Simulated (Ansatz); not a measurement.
# Ni wire along [111], 19 atoms a period: bands along the axis, part 2 of 2

Wanted: the relaxed geometry and the bands of the Ni wire along [111], 19 atoms a period.

Ansatz 0.2.0; DFT PBE, plane waves, PAW; relaxation of a wire's period; PAW set soft_1 (the session's first sound run).

So far. Step 2 (Relaxation of atoms and period): The cell's length comes to 5.888 Å with an absolute moment of 16.59 μB a cell.

**3. The wire at its relaxed period**

This step: DFT PBE, plane waves, PAW; bands of a perfect wire; PAW set soft_1 (Ansatz 0.2.0).

At the relaxed period the bands are computed along the axis; those that cross an energy going forward count the channels that a perfect wire would open there.

Contents of input.yaml:

```yaml
crystal:
  lattice:
    - [11.778, 0.0, 0.0]
    - [0.0, 12.548, 0.0]
    - [0.0, 0.0, 5.887776748]
  atoms:
    - { symbol: Ni, position: [0.294010023, 0.5, 0.0], spin: 0.82 }
    - { symbol: Ni, position: [0.397040196, 0.667326934, 0.000131497], spin: 0.82 }
    - { symbol: Ni, position: [0.5, 0.5, 0.0], spin: 0.9 }
    - { symbol: Ni, position: [0.602959804, 0.667326934, 0.000131497], spin: 0.82 }
    - { symbol: Ni, position: [0.298110978, 0.609289838, 0.327682336], spin: 0.82 }
    - { symbol: Ni, position: [0.391090335, 0.441001054, 0.336134939], spin: 0.73 }
    - { symbol: Ni, position: [0.5, 0.617989146, 0.336323691], spin: 0.73 }
    - { symbol: Ni, position: [0.5, 0.281272568, 0.327488002], spin: 0.82 }
    - { symbol: Ni, position: [0.608909665, 0.441001054, 0.336134939], spin: 0.73 }
    - { symbol: Ni, position: [0.701889022, 0.609289838, 0.327682336], spin: 0.82 }
    - { symbol: Ni, position: [0.298110978, 0.390710162, 0.672317664], spin: 0.82 }
    - { symbol: Ni, position: [0.391090335, 0.558998946, 0.663865061], spin: 0.73 }
    - { symbol: Ni, position: [0.5, 0.382010854, 0.663676309], spin: 0.73 }
    - { symbol: Ni, position: [0.5, 0.718727432, 0.672511998], spin: 0.82 }
    - { symbol: Ni, position: [0.608909665, 0.558998946, 0.663865061], spin: 0.73 }
    - { symbol: Ni, position: [0.701889022, 0.390710162, 0.672317664], spin: 0.82 }
    - { symbol: Ni, position: [0.397040196, 0.332673066, 0.999868503], spin: 0.82 }
    - { symbol: Ni, position: [0.602959804, 0.332673066, 0.999868503], spin: 0.82 }
    - { symbol: Ni, position: [0.705989977, 0.5, 0.0], spin: 0.82 }
magnetization:
  spin_polarized: true
kpoints:
  mp_grid: { grid: [1, 1, 14] }
  band_path: { path: ["Γ", Z], npoints: 90 }
scf:
  occupations: { method: fermi_dirac, width: 0.05 }
hamiltonian:
  xc: pbe
  pseudopotentials: { kind: paw, azcp: { folder: soft_1 } }
output:
  dos: { e_range: [-5, 4] }
  write_potential: true
  write_density: true
  volumetric_format: npy
```

The run is started by

```bash
> ansatz run input.yaml --threads 4 --pin off --max-ram 16384MiB --backend cpu --events-out ev --progress --plain --runs-dir out
```

Numbers of over 12 decimals in the logs are rounded to 6 here.

Output:

```text
[...]
Crystal: 19 atoms, lattice volume = 870.157 Å³
Basis set: ecut = 420 eV, 17001 PW (Γ)
Bands: 215, of which v1, the nominal top of the filled ones, is band 171 counted from 1 (170 counted from 0)
Symmetry: 4 space group operations
[...]
k-points: 8 of 14
[...]
Starting moments: Σ|m| = 15.12 μB on 19 of 19 sites
[...]
SCF iter   1: F=—  HF=-110917.958157 eV  |F-HF|=—  |Δ(HF+E_count)|=         —  Δρ=2.20e-2 (↑2.20e-2 ↓2.01e-2)  dr2=3.60e1  dr2_m=1.93e0  M=16.458 μB ∫|m|=17.081 μB  β_m=0.30  ethr=3.10e-3  ⟨swp⟩=8.2  Hψ=16976  notcnv=0  defer=221
[...]
SCF iter  17: F=-110935.882954 eV  HF=-110935.882954 eV  |F-HF|=1.24e-8  |Δ(HF+E_count)|=   7.35e-9  Δρ=1.06e-6 (↑3.75e-7 ↓1.06e-6)  dr2=1.35e-8  dr2_m=1.27e-9  M=15.123 μB ∫|m|=16.572 μB  ethr=2.98e-12  ⟨swp⟩=13.4  Hψ=16287  notcnv=0
SCF 1 converged in 17 iterations: F = -110935.882954 eV  dr2 = 1.35e-8
[...]
WARN: The output density's exchange-correlation potential varies sharply where the density is thin. Do not read a vacuum level from v_tot or v_xc, or from such a field of the output density. On a cell that repeats whose density bears no net charge and no dipole along the vacuum's axis use v_es (v_loc + v_h of the components); under efield.dipole_correction with no amplitude use v_es + v_field, which holds any externa [...]
NSCF: frozen V_eff on 91 k-points
WARN: pass on a band path, mesh or list of k-points: the 91 k-points are solved 46 at a time at the most, because the 14.40 GiB of host memory that the pass is priced against does not hold them all with the solver's workspace as planned. The pass can take longer, above all where fewer k-points are solved at a time than the run has threads. As a rule a larger memory budget leaves room for more at once. The budget is what a run with no `--max-ram-frac` typed is planned for, 0.8 of the host's memory or its container's limit. More memory there lifts it, and so does a share over 0.88 that is typed (of such a share the budget is ten elevenths): [rest of the remark cut]
SCF converged after 17 iterations
Magnetization: 15.1234 μB (178.5617 up, 163.4383 down)
Absolute magnetization: 16.5892 μB (∫|ρ↑−ρ↓|, with the PAW one-centre terms)
[...]
Per-site moments (μB) at R_I (Å): [(0.817727, 0.976612), (0.817985, 0.976789), (0.897712, 1.000169), (0.817985, 0.976789), (0.819546, 0.968751), (0.730372, 0.968751), (0.730129, 0.968795), (0.818773, 0.968795), (0.730372, 0.968751), (0.819546, 0.968751), (0.819546, 0.968751), (0.730372, 0.968751), (0.730129, 0.968795), (0.818773, 0.968795), (0.730372, 0.968751), (0.819546, 0.968751), (0.817985, 0.976789), (0.817985, 0.976789), (0.817727, 0.976612)]
Free energy (F): -110935.882954 eV
[...]
Internal energy: -110935.581841 eV  (E = F + TS)
E sigma→0 (E₀):  -110935.732397 eV
Entropy (-TS):   -0.301113 eV (-15.848 meV/atom)
Fermi energy:    1.015083 eV
[...]
--- Band table (eV; the first three rows and the last of 16) ---
  k-point 0 ↑: bands = [... 167 lower, 0.2404, 0.2731, 0.3043, 0.3051, 0.3081, 0.3086, 0.3814, 0.4494, ... 40 higher]
  k-point 1 ↑: bands = [... 167 lower, 0.2446, 0.2976, 0.2980, 0.3037, 0.3193, 0.3209, 0.3591, 0.4320, ... 40 higher]
  k-point 2 ↑: bands = [... 167 lower, 0.2743, 0.2751, 0.2842, 0.2847, 0.3425, 0.3450, 0.3534, 0.3555, ... 40 higher]
  k-point 7 ↓: bands = [... 167 lower, 1.1168, 1.2179, 1.2231, 1.2844, 1.2852, 1.3215, 1.3478, 1.4090, ... 40 higher]
```

Run time: 5.2 min. Hardware: 4 threads of AMD EPYC 9R14 (Zen 4), shared host; peak memory 8.5 GiB; 20 min of CPU time.

In the SCF lines HF is the Harris–Foulkes energy and dr2 the Hartree energy of the density residual, in eV; the loop may stop once dr2 is under the threshold and the program's other checks hold. Hψ counts applications of the Hamiltonian.

This step gave:

| Quantity | Value |
| --- | --- |
| energy at zero smearing | -110935.7324 eV |
| band gap | 0 eV |

Between Γ and Z the bands cross the Fermi level 12 times, so a perfect wire would conduct at least 6 G₀, with an absolute moment of 16.59 μB a cell.

**4. Results**

| Quantity | Value |
| --- | --- |
| cell length, PBE | 5.888 Å |
| absolute moment, PBE | 16.6 μB |
| ballistic conductance by band crossings, a lower bound, PBE | 6 G₀ |

What this shows: Under PBE the cell's length is 5.89 Å, the absolute moment is 16.59 μB a cell, and the bands cross the Fermi level 12 times between Γ and Z, which gives a perfect wire at least 6 G₀ (opposite crossings within one step of the path cancel in such a count). In the perfect wire the moments were started parallel, and no opposed start was run. No search over magnetic orders was made; another may lie lower.

[Logs are printed without paths, hosts, clocks, repeated set-up lines and the standing remarks that a program may print on its own settings, such as how far it seeks lower states.]

[Hosts, paths, dates, database ids (printed as entryN), source tags and the programs' standing remarks are cut or masked in the printed files.]
